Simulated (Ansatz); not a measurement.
# BaCdBO3F (built on the sites of a database entry of BaZnBO3F): a soft mode frozen in, part 2 of 2

Wanted: the energy along a soft mode of BaCdBO3F (built on the sites of a database entry of BaZnBO3F) and the structure at the end.

Ansatz 0.2.0; DFT PBEsol, scalar-relativistic, plane waves, PAW.

So far, highest frequency on the path or at a solved wavevector (cm⁻¹): step 2 (response at finite wavevector) 1307. Also lowest frequency on the path (cm⁻¹): step 2 -71.6.

The structure was built from a prototype and need not be the compound's stable phase.

## 4. The mode frozen in, largest atomic shift 0.22 Å

The atoms are moved along the unstable eigenvector, the largest shift by 0.22 Å, with the cell fixed.

input.yaml

```yaml
crystal:
  lattice:
    - [5.188433932, 0.0, 0.0]
    - [2.594216966, 4.493315591, 0.0]
    - [0.0, 0.0, 8.8375453257]
  atoms:
    - { symbol: Ba, position: [-0.00138984, 0.003154228, 0.0] }
    - { symbol: Ba, position: [0.00138984, -0.003154228, 0.5] }
    - { symbol: Cd, position: [0.6666666667, 0.6666666667, 0.25] }
    - { symbol: Cd, position: [0.6666666667, 0.6666666667, 0.75] }
    - { symbol: B, position: [0.3333333333, 0.3333333333, 0.25] }
    - { symbol: B, position: [0.3333333333, 0.3333333333, 0.75] }
    - { symbol: O, position: [0.1080365795, 0.2641726768, 0.2623225921] }
    - { symbol: O, position: [0.1080365795, 0.2641726768, 0.7376774079] }
    - { symbol: O, position: [0.2641726768, 0.6277907437, 0.2458663188] }
    - { symbol: O, position: [0.2641726768, 0.6277907437, 0.7541336812] }
    - { symbol: O, position: [0.6277907437, 0.1080365795, 0.2418110892] }
    - { symbol: O, position: [0.6277907437, 0.1080365795, 0.7581889108] }
    - { symbol: F, position: [0.7122700202, 0.6284318887, 0.0] }
    - { symbol: F, position: [0.6210633131, 0.7049014446, 0.5] }
kpoints:
  mp_grid: { grid: [6, 6, 2] }
hamiltonian:
  xc: pbesol
scf:
  occupations: { method: gaussian, width: 0.02 }
output:
  forces: true
  stress: true
  eigenvalues: true
```

Started as:

```
ansatz run input.yaml --threads 8 --pin off --max-ram 14336MiB --backend cpu --events-out ev --progress --plain --runs-dir out
```

Numbers of over 12 decimals in the logs are rounded to 6 here.

What it wrote:

```text
[...]
Crystal: 14 atoms, lattice volume = 206.032 Å³
Basis set: ecut = 420 eV, 4031 PW (Γ), exchange–correlation on 72×72×120 points (8 copies of the dense FFT grid, shifted against one another)
Bands: 72, of which v1, the nominal top of the filled ones, is band 58 counted from 1 (57 counted from 0)
Symmetry: 2 space group operations
[...]
k-point 0: bands = [... 54 lower, 6.1136, 6.1793, 6.1977, 6.9389, 9.7379, 12.0007, 12.0821, 12.6892, ... 5 higher]
  k-point 1: bands = [... 54 lower, 6.1759, 6.1781, 6.4486, 6.4486, 10.5411, 10.5416, 12.5837, 12.5882, ... 5 higher]
  k-point 2: bands = [... 54 lower, 6.0500, 6.0718, 6.3185, 6.9315, 10.1505, 12.1776, 12.1984, 12.6731, ... 5 higher]
  k-point 39: bands = [... 54 lower, 6.0053, 6.0143, 6.9738, 6.9870, 11.8326, 11.9604, 12.1744, 12.1851, ... 5 higher]
[key lines of the parts left out:]
SCF converged after 8 iterations
Free energy (F): -33378.467304 eV
Fermi energy:    8.362424 eV
P = ⅓ Tr σ = -0.2084 GPa (-2.084 kbar)
```

Wall time 3.6 s (8 threads of Intel Xeon 6975P-C (Granite Rapids), shared host); peak memory 1.1 GiB.

This step gave:

| Property | Result |
| --- | --- |
| pressure | -0.2084 GPa |
| gap on the k-mesh | 2.751 eV |
| energy from the undistorted cell | -0.709 meV/atom |

The energy, extrapolated to zero smearing, is -0.71 meV/atom against the undistorted cell.

The run ends at a pressure of -0.21 GPa, with forces up to 0.17 eV/Å.

## 5. Energy along the mode, all amplitudes (two of the runs are shown above)

An imaginary frequency means negative curvature, so the energy should fall and then rise again as anharmonic terms take over.

Numbers from this step:

```yaml
depth_at_the_lowest_point_sampled: 0.709 meV/atom
largest_atomic_shift_at_that_point: 0.22 Å
```

The energy from the parent by largest atomic shift:

```tsv
largest atomic shift (Å)	energy from the parent (meV/atom)
0.000	0
0.040	-0.037
0.080	-0.144
0.140	-0.393
0.220	-0.709
0.320	-0.477
0.450	2.73
0.600	14.8
```

Displacement at unit largest shift by atom:

```tsv
atom	x (Å)	y (Å)	z (Å)	size
Ba1	0.00	0.06	0.00	0.06
Ba2	0.00	-0.06	0.00	0.06
Cd3	0.00	0.00	0.00	0.00
Cd4	0.00	0.00	0.00	0.00
B5	0.00	0.00	0.00	0.00
B6	0.00	0.00	0.00	0.00
O7	0.00	0.00	0.49	0.49
O8	0.00	0.00	-0.49	0.49
O9	0.00	0.00	-0.17	0.17
O10	0.00	0.00	0.17	0.17
O11	0.00	0.00	-0.33	0.33
O12	0.00	0.00	0.33	0.33
F13	0.62	-0.78	0.00	1.00
F14	-0.62	0.78	0.00	1.00
```

The lowest of the steps tried is at 0.22 Å, 0.709 meV/atom below the parent; the bottom of the well need not coincide with a step.

## 6. Relaxing from the distorted cell

Starting from the lowest point found, all atoms and the cell are let go, so that strain and other modes of the same symmetry can join in.

Changes to input.yaml since step 4:

```diff
@@ -25,3 +25,3 @@
 scf:
-  occupations: { method: gaussian, width: 0.02 }
+  occupations: { method: fixed }
 output:
@@ -30 +30,6 @@
   eigenvalues: true
+relax:
+  adjacent_minimum: "off"
+  f_tol: 0.002
+  max_steps: 120
+  cell: { stress_tol: 0.03 }
```

What it wrote:

```text
[...]
Crystal: 14 atoms, lattice volume = 206.032 Å³
Basis set: ecut = 420 eV, 4031 PW (Γ), exchange–correlation on 72×72×120 points (8 copies of the dense FFT grid, shifted against one another)
Bands: 72, of which v1, the nominal top of the filled ones, is band 58 counted from 1 (57 counted from 0)
Symmetry: 2 space group operations
[...]
k-points: 40 of 72 (time reversal used)
[...]
SCF iter   1: F=—  HF=-33378.539259 eV  |F-HF|=—  |Δ(HF+E_count)|=         —  Δρ=1.31e-2  dr2=2.69e-1  ethr=1.77e-3  ⟨swp⟩=4.9  Hψ=9444  notcnv=0  defer=466
[...]
SCF iter   8: F=-33378.467304 eV  HF=-33378.467304 eV  |F-HF|=2.84e-9  |Δ(HF+E_count)|=   5.85e-7  Δρ=6.25e-6  dr2=7.64e-8  ethr=8.62e-11  ⟨swp⟩=15.4  Hψ=18182  notcnv=0
SCF 1 converged in 8 iterations: F = -33378.467304 eV  dr2 = 7.64e-8
[...]
relax step   1: F+E_penalty+E_count = -33378.46730403 eV  Δ(F+E_penalty+E_count) = +0.000e0 eV  max|allowed force component| = 1.525e-1 eV/Å  Δτ_max = 0.0000 Å  P = -0.208 GPa  Ω = 206.032 Å³  (8 SCF iters, dr2 threshold 1.00e-7 eV, accepted)
Crystal: 14 atoms, lattice volume = 206.656 Å³
[...]
iter 1 solved again at ethr=1.22e-5 eV; its pass at ethr=3.10e-3 eV (dr2=1.41e-2 eV) is discarded
[...]
SCF iter   6: F=-33378.468332 eV  HF=-33378.468331 eV  |F-HF|=8.62e-7  |Δ(HF+E_count)|=   3.93e-8  Δρ=2.66e-5  dr2=1.16e-6  ethr=1.21e-9  ⟨swp⟩=12.7  Hψ=19367  notcnv=0
SCF 2 converged in 6 iterations: F = -33378.468332 eV  dr2 = 1.16e-6
relax step   2: F+E_penalty+E_count = -33378.46833189 eV  Δ(F+E_penalty+E_count) = -1.028e-3 eV  max|allowed force component| = 8.639e-2 eV/Å  Δτ_max = 0.0453 Å  P = -0.285 GPa  Ω = 206.656 Å³  energy of the carried Pulay correction = -2.018e-3 eV  (6 SCF iters, dr2 threshold 1.40e-6 eV, accepted)
Crystal: 14 atoms, lattice volume = 206.244 Å³
Basis set: ecut = 420 eV, 4011 PW (Γ), exchange–correlation on 72×72×120 points (8 copies of the dense FFT grid, shifted against one another)
[...]
SCF iter   7: F=-33378.474987 eV  HF=-33378.474987 eV  |F-HF|=4.60e-8  |Δ(HF+E_count)|=   9.43e-8  Δρ=4.91e-6  dr2=5.84e-8  ethr=4.26e-10  ⟨swp⟩=5.0  Hψ=11117  notcnv=0
SCF 3 converged in 7 iterations: F = -33378.474987 eV  dr2 = 5.84e-8
relax step   3: F+E_penalty+E_count = -33378.47498729 eV  Δ(F+E_penalty+E_count) = -6.655e-3 eV  max|allowed force component| = 6.599e-2 eV/Å  Δτ_max = 0.0457 Å  P = -0.066 GPa  Ω = 206.244 Å³  energy of the carried Pulay correction = -6.864e-4 eV  (7 SCF iters, dr2 threshold 4.94e-7 eV, accepted)
[... from here on, the SCF cycles and remarks between the steps are left out ...]
relax step   4: F+E_penalty+E_count = -33378.47564524 eV  Δ(F+E_penalty+E_count) = -6.580e-4 eV  max|allowed force component| = 3.371e-1 eV/Å  Δτ_max = 0.1812 Å  P = +0.548 GPa  Ω = 204.907 Å³  energy of the carried Pulay correction = +3.652e-3 eV  (9 SCF iters, dr2 threshold 2.72e-7 eV, rejected (line search))
relax step   5: F+E_penalty+E_count = -33378.48478851 eV  Δ(F+E_penalty+E_count) = -9.801e-3 eV  max|allowed force component| = 7.237e-2 eV/Å  Δτ_max = 0.0902 Å  P = +0.198 GPa  Ω = 205.704 Å³  energy of the carried Pulay correction = +1.064e-3 eV  (13 SCF iters, accepted)
relax step   6: F+E_penalty+E_count = -33378.49356438 eV  Δ(F+E_penalty+E_count) = -8.776e-3 eV  max|allowed force component| = 9.882e-2 eV/Å  Δτ_max = 0.0985 Å  P = +0.260 GPa  Ω = 205.467 Å³  energy of the carried Pulay correction = +1.833e-3 eV  (8 SCF iters, dr2 threshold 3.27e-7 eV, accepted)
relax step   7: F+E_penalty+E_count = -33378.49822959 eV  Δ(F+E_penalty+E_count) = -4.665e-3 eV  max|allowed force component| = 2.126e-1 eV/Å  Δτ_max = 0.1306 Å  P = +0.036 GPa  Ω = 205.708 Å³  energy of the carried Pulay correction = +1.051e-3 eV  (9 SCF iters, dr2 threshold 6.10e-7 eV, accepted)
relax step   8: F+E_penalty+E_count = -33378.50248681 eV  Δ(F+E_penalty+E_count) = -4.257e-3 eV  max|allowed force component| = 3.959e-2 eV/Å  Δτ_max = 0.0317 Å  P = -0.017 GPa  Ω = 205.957 Å³  energy of the carried Pulay correction = +2.420e-4 eV  (6 SCF iters, dr2 threshold 1.40e-6 eV, accepted)
relax step   9: F+E_penalty+E_count = -33378.50256883 eV  Δ(F+E_penalty+E_count) = -8.203e-5 eV  max|allowed force component| = 1.265e-1 eV/Å  Δτ_max = 0.0248 Å  P = +0.008 GPa  Ω = 205.690 Å³  energy of the carried Pulay correction = +1.109e-3 eV  (7 SCF iters, dr2 threshold 9.80e-8 eV, rejected (line search))
relax step  10: F+E_penalty+E_count = -33378.50347580 eV  Δ(F+E_penalty+E_count) = -9.890e-4 eV  max|allowed force component| = 8.915e-3 eV/Å  Δτ_max = 0.0124 Å  P = -0.004 GPa  Ω = 205.911 Å³  energy of the carried Pulay correction = +3.927e-4 eV  (11 SCF iters, accepted)
relax step  11: F+E_penalty+E_count = -33378.50351941 eV  Δ(F+E_penalty+E_count) = -4.361e-5 eV  max|allowed force component| = 5.969e-4 eV/Å  Δτ_max = 0.0057 Å  P = -0.003 GPa  Ω = 205.919 Å³  energy of the carried Pulay correction = +3.655e-4 eV  (7 SCF iters, dr2 threshold 5.23e-9 eV, accepted)
relax step  12: F+E_penalty+E_count = -33378.50480264 eV  Δ(F+E_penalty+E_count) = -1.283e-3 eV  max|allowed force component| = 1.388e-3 eV/Å  Δτ_max = 0.0000 Å  P = +0.002 GPa  Ω = 205.919 Å³  stress off target by 1.09e-1 GPa  SCF on the basis re-selected at this cell (its energy is not comparable with the rows above)  (7 SCF iters)
relax step  13: F+E_penalty+E_count = -33378.50503138 eV  Δ(F+E_penalty+E_count) = -2.287e-4 eV  max|allowed force component| = 6.011e-3 eV/Å  Δτ_max = 0.0054 Å  P = +0.009 GPa  Ω = 205.899 Å³  energy of the carried Pulay correction = +8.366e-5 eV  (7 SCF iters, dr2 threshold 2.97e-8 eV, accepted)
relax step  14: F+E_penalty+E_count = -33378.50500557 eV  Δ(F+E_penalty+E_count) = +2.581e-5 eV  max|allowed force component| = 2.159e-3 eV/Å  Δτ_max = 0.0025 Å  P = +0.001 GPa  Ω = 205.915 Å³  energy of the carried Pulay correction = +3.887e-5 eV  (7 SCF iters, dr2 threshold 2.26e-9 eV, accepted)
relax step  15: F+E_penalty+E_count = -33378.50502839 eV  Δ(F+E_penalty+E_count) = -2.282e-5 eV  max|allowed force component| = 2.413e-3 eV/Å  Δτ_max = 0.0021 Å  P = -0.000 GPa  Ω = 205.909 Å³  energy of the carried Pulay correction = +6.149e-5 eV  (7 SCF iters, dr2 threshold 2.91e-10 eV, accepted)
relax step  16: F+E_penalty+E_count = -33378.50501776 eV  Δ(F+E_penalty+E_count) = +1.063e-5 eV  max|allowed force component| = 1.845e-4 eV/Å  Δτ_max = 0.0009 Å  P = -0.000 GPa  Ω = 205.912 Å³  energy of the carried Pulay correction = +4.956e-5 eV  (6 SCF iters, dr2 threshold 3.64e-10 eV, accepted)
[...]
SCF iter   1: F=—  HF=-33378.504661 eV  |F-HF|=—  |Δ(HF+E_count)|=         —  Δρ=2.16e-5  dr2=5.73e-8  ethr=2.57e-7  ⟨swp⟩=4.0  Hψ=17484  notcnv=0  defer=480
eigensolver tolerance schedule: the retry pair's looser diagonalisation over-reported the residual by 5189.06 of it (diagonalisation noise at 0.75 of the residual, at the tolerance the schedule requests for it); recorded, not acted on — ethr = c·dr2/N_el stays at c = 1.0e-1
[...]
SCF iter   2: F=—  HF=-33378.504872 eV  |F-HF|=—  |Δ(HF+E_count)|=   2.11e-4  Δρ=1.10e-5  dr2=1.53e-8  ethr=4.94e-11  ⟨swp⟩=3.5  Hψ=6354  notcnv=0  defer=469
[...]
SCF iter   5: F=-33378.504875 eV  HF=-33378.504875 eV  |F-HF|=4.37e-11  |Δ(HF+E_count)|=  5.82e-11  Δρ=1.71e-7  dr2=2.52e-11  ethr=1.00e-12  ⟨swp⟩=15.7  Hψ=17763  notcnv=0
SCF 17 converged in 5 iterations: F = -33378.504875 eV  dr2 = 2.52e-11
relax step  17: F+E_penalty+E_count = -33378.50487479 eV  Δ(F+E_penalty+E_count) = +1.430e-4 eV  max|allowed force component| = 2.876e-4 eV/Å  Δτ_max = 0.0000 Å  P = -0.001 GPa  Ω = 205.912 Å³  stress off target by 1.02e-2 GPa  SCF on the basis re-selected at this cell (its energy is not comparable with the rows above)  (5 SCF iters)
basis re-selected at this cell: Δ(F+E_penalty+E_count) = +1.430e-4 eV, ΔP = -0.000 GPa vs the last step (what re-selecting the basis moved, of the pressure what is left beyond the Pulay correction that the steps carried, after the strain that the cell walked since its last selection, with what the two solves' SCF thresholds leave and, on support functions, any second-order correction that the steps lacked; it is no m [...]
SCF converged after 5 iterations
Free energy (F): -33378.504875 eV
[...]
Internal energy: -33378.504875 eV  (E = F + TS)
E sigma→0 (E₀):  -33378.504875 eV
Fermi energy:    6.990619 eV
[...]
--- Forces (eV/Å), atoms counted from 1 ---
  atom   1  Ba     0.00000461    -0.00002900     0.00000000
  atom   2  Ba    -0.00004732    -0.00004173     0.00000000
  atom   3  Cd    -0.00010158    -0.00004829     0.00018331
  atom   4  Cd    -0.00010158    -0.00004829    -0.00018331
  atom   5  B     -0.00028762     0.00006322     0.00006197
  atom   6  B     -0.00028762     0.00006322    -0.00006197
  atom   7  O      0.00011599    -0.00001114    -0.00003625
  atom   8  O      0.00011599    -0.00001114     0.00003625
  atom   9  O      0.00011515     0.00002225    -0.00004120
  atom  10  O      0.00011515     0.00002225     0.00004120
  atom  11  O      0.00014882    -0.00002522    -0.00006129
  atom  12  O      0.00014882    -0.00002522     0.00006129
  atom  13  F     -0.00004528     0.00004627     0.00000000
  atom  14  F      0.00010651     0.00002309     0.00000000
  max |Σ_I F_I| component: 2.62e-7 eV/Å
--- Stress (GPa, compression-positive) ---
       -0.004645      -0.006579       0.000000
       -0.006581       0.007295       0.000000
        0.000000       0.000000      -0.005032
  P = ⅓ Tr σ = -0.0008 GPa (-0.008 kbar)
--- Band table (eV; the first three rows and the last of 40) ---
  k-point 0: bands = [... 54 lower, 6.0642, 6.1310, 6.1628, 6.7838, 9.7403, 11.9679, 12.0751, 12.7388, ... 10 higher]
  k-point 1: bands = [... 54 lower, 6.1296, 6.1875, 6.3774, 6.3820, 10.5277, 10.5407, 12.5157, 12.8068, ... 10 higher]
  k-point 2: bands = [... 54 lower, 6.0074, 6.0641, 6.2740, 6.7920, 10.1343, 12.0660, 12.2174, 12.8432, ... 10 higher]
  k-point 39: bands = [... 54 lower, 5.9890, 6.0613, 6.9741, 6.9906, 11.6079, 11.9281, 12.2001, 12.2179, ... 10 higher]
--- Relaxed structure (15 steps of the walk, 13 accepted, 2 SCFs on fresh bases) ---
  F+E_penalty+E_count = -33378.50487479 eV   max|allowed force component| = 2.876e-4 eV/Å   (the final SCF, on the basis selected at the relaxed cell)
  cell:  # Å, volume = 205.9125 Å³
    - [5.161513, -0.052551, 0.0]
    - [2.535246, 4.528864, 0.0]
    - [0.0, 0.0, 8.758872]
  atoms:
    - { symbol: Ba, position: [0.000694226, 0.000964003, 0.0] }
    - { symbol: Ba, position: [0.00200927, -0.017426, 0.500000] }
    - { symbol: Cd, position: [0.668131, 0.662294, 0.248825] }
    - { symbol: Cd, position: [0.668131, 0.662294, 0.751175] }
    - { symbol: B, position: [0.325583, 0.331984, 0.248940] }
    - { symbol: B, position: [0.325583, 0.331984, 0.751060] }
    - { symbol: O, position: [0.096967, 0.270283, 0.275342] }
    - { symbol: O, position: [0.096967, 0.270283, 0.724658] }
    - { symbol: O, position: [0.267191, 0.622657, 0.246305] }
    - { symbol: O, position: [0.267191, 0.622657, 0.753695] }
    - { symbol: O, position: [0.609893, 0.108339, 0.225381] }
    - { symbol: O, position: [0.609893, 0.108339, 0.774619] }
    - { symbol: F, position: [0.791950, 0.592324, 0.0] }
    - { symbol: F, position: [0.603148, 0.766357, 0.500000] }
```

Wall time 75 s (8 threads); peak memory 1.3 GiB.

Step by step:

```tsv
step	energy less that of the first step (eV)	largest force component (eV/Å)	pressure (GPa)	volume (Å³)
1	0.0000	0.1525	-0.21	206.03
2	-0.0010	0.0864	-0.29	206.66
3	-0.0077	0.0660	-0.07	206.24
4	-0.0083	0.3371	0.55	204.91
5	-0.0175	0.0724	0.20	205.70
6	-0.0263	0.0988	0.26	205.47
7	-0.0309	0.2126	0.04	205.71
8	-0.0352	0.0396	-0.02	205.96
9	-0.0353	0.1265	0.01	205.69
10	-0.0362	0.0089	0.00	205.91
11	-0.0362	0.0006	0.00	205.92
12*	-0.0375	0.0014	0.00	205.92
13	-0.0377	0.0060	0.01	205.90
14	-0.0377	0.0022	0.00	205.92
15	-0.0377	0.0024	0.00	205.91
16	-0.0377	0.0002	0.00	205.91
17*	-0.0376	0.0003	0.00	205.91
```

Relaxation steps marked * repeat the geometry before them on a plane-wave basis chosen anew for their cell, so energy and pressure can jump there. Relaxation steps 4, 9 were tried and not accepted.

The run keeps the 2 symmetry operations that it works with, so distortions that break them were not tested.

```tsv
cell as run	before	after	change
a (Å)	5.188	5.162	-0.5 %
b (Å)	5.188	5.190	+0.0 %
c (Å)	8.838	8.759	-0.9 %
γ (°)	60.00	61.34	+2.2 %
volume (Å³/atom)	14.72	14.71	-0.1 %
```

The atoms that moved most (Å, as changes of fractional coordinates times the final cell):

```tsv
atom	dx	dy	dz	length
F13	0.320	-0.168	0.000	0.361
F14	0.063	0.279	0.000	0.286
O11	-0.092	0.002	-0.144	0.171
O12	-0.092	0.002	0.144	0.171
O8	-0.042	0.028	-0.114	0.125
O7	-0.042	0.028	0.114	0.125
Ba2	-0.033	-0.065	0.000	0.073
B6	-0.043	-0.006	0.009	0.045
```

Final coordinates:

```xyz
14
Lattice="5.1615 -0.0526 0.0000 2.5352 4.5289 0.0000 0.0000 0.0000 8.7589" Properties=species:S:1:pos:R:3 pbc="T T T"
Ba    0.0060    0.0043    0.0000
Ba   -0.0338   -0.0790    4.3794
Cd    5.1276    2.9643    2.1794
Cd    5.1276    2.9643    6.5794
B     2.5222    1.4864    2.1804
B     2.5222    1.4864    6.5784
O     1.1857    1.2190    2.4117
O     1.1857    1.2190    6.3472
O     2.9577    2.8059    2.1574
O     2.9577    2.8059    6.6015
O     3.4226    0.4586    1.9741
O     3.4226    0.4586    6.7848
F     5.5893    2.6409    0.0000
F     5.0561    3.4390    4.3794
```

Numbers from this step:

| Property | Result |
| --- | --- |
| pressure | -7.94e-4 GPa |
| gap on the k-mesh | 2.750 eV |
| volume per atom | 14.71 Å³ |

The distorted start has space group Pm; the relaxation ends in Pm.

## 7. The phases reached

The phases reached along the modes that were followed are set side by side.

Energies are those of the first relaxation, on the mesh of the frozen mode; space group, volume and gap are those of the last relaxation. Phases, by row:

```tsv
mode frozen in	space group	energy from parent (meV/atom)	volume (Å³/atom)	gap on mesh (eV)	lowest zone-centre optical mode (cm⁻¹)	largest shift (Å)
parent	P-6	0	14.72	2.76	–	–
q = (0, -0.5, -0.5), 72i cm⁻¹	Cm	-10.84	14.67	2.776	–	0.897
q = (0, 0, -0.5), 59i cm⁻¹	Pm	-3.39	14.71	2.75	–	0.573
```

## 8. Summary of results

```
unstable mode of the parent                                                      : q = (0, 0, -0.5), 59i cm⁻¹
depth at the lowest point sampled                                                : 0.709 meV/atom
largest atomic shift at that point                                               : 0.22 Å
space group reached (within 0.01 Å)                                              : Pm
energy gained over the parent (first relaxation, on the mesh of the frozen mode) : 3.39 meV/atom
volume per atom, phase reached                                                   : 14.7 Å³
gap on the k-mesh, phase reached                                                 : 2.75 eV
```

In words: Along this mode the structure falls into Pm, 3.39 meV/atom below the parent. At the parent's cell the well is 0.709 meV/atom deep on the steps tried, with its lowest point at a shift of 0.22 Å. Relaxing atoms and cell changes the gain by +2.68 meV/atom against the lowest step (energies at zero smearing). Most of the total comes from this relaxation. The modes of the phase reached were not computed on this path. How so shallow a well moves with the k mesh was not tested. Of the 2 patterns followed to their end from this parent, this one ends 7.44 meV/atom above the lowest, Cm. Each path keeps the symmetry of its pattern, so a lower phase may lie along a pattern not tried. The q mesh stands for a supercell only 8.8 Å across, so branches between the solved wavevectors are rough. The program warns that the interpolation holds no quadrupole term, so branches close to Γ can be off in this crystal. Spin-orbit coupling is left out, which can matter for the heavy elements here. The starting cell was built on a prototype and not taken from a measurement, so the phase need not exist.

[Logs are printed without paths, hosts, clocks, repeated set-up lines and the standing remarks that a program may print on its own settings, such as how far it seeks lower states.]

[Hosts, paths, dates, database ids (printed as entryN), source tags and the programs' standing remarks are cut or masked in the printed files.]
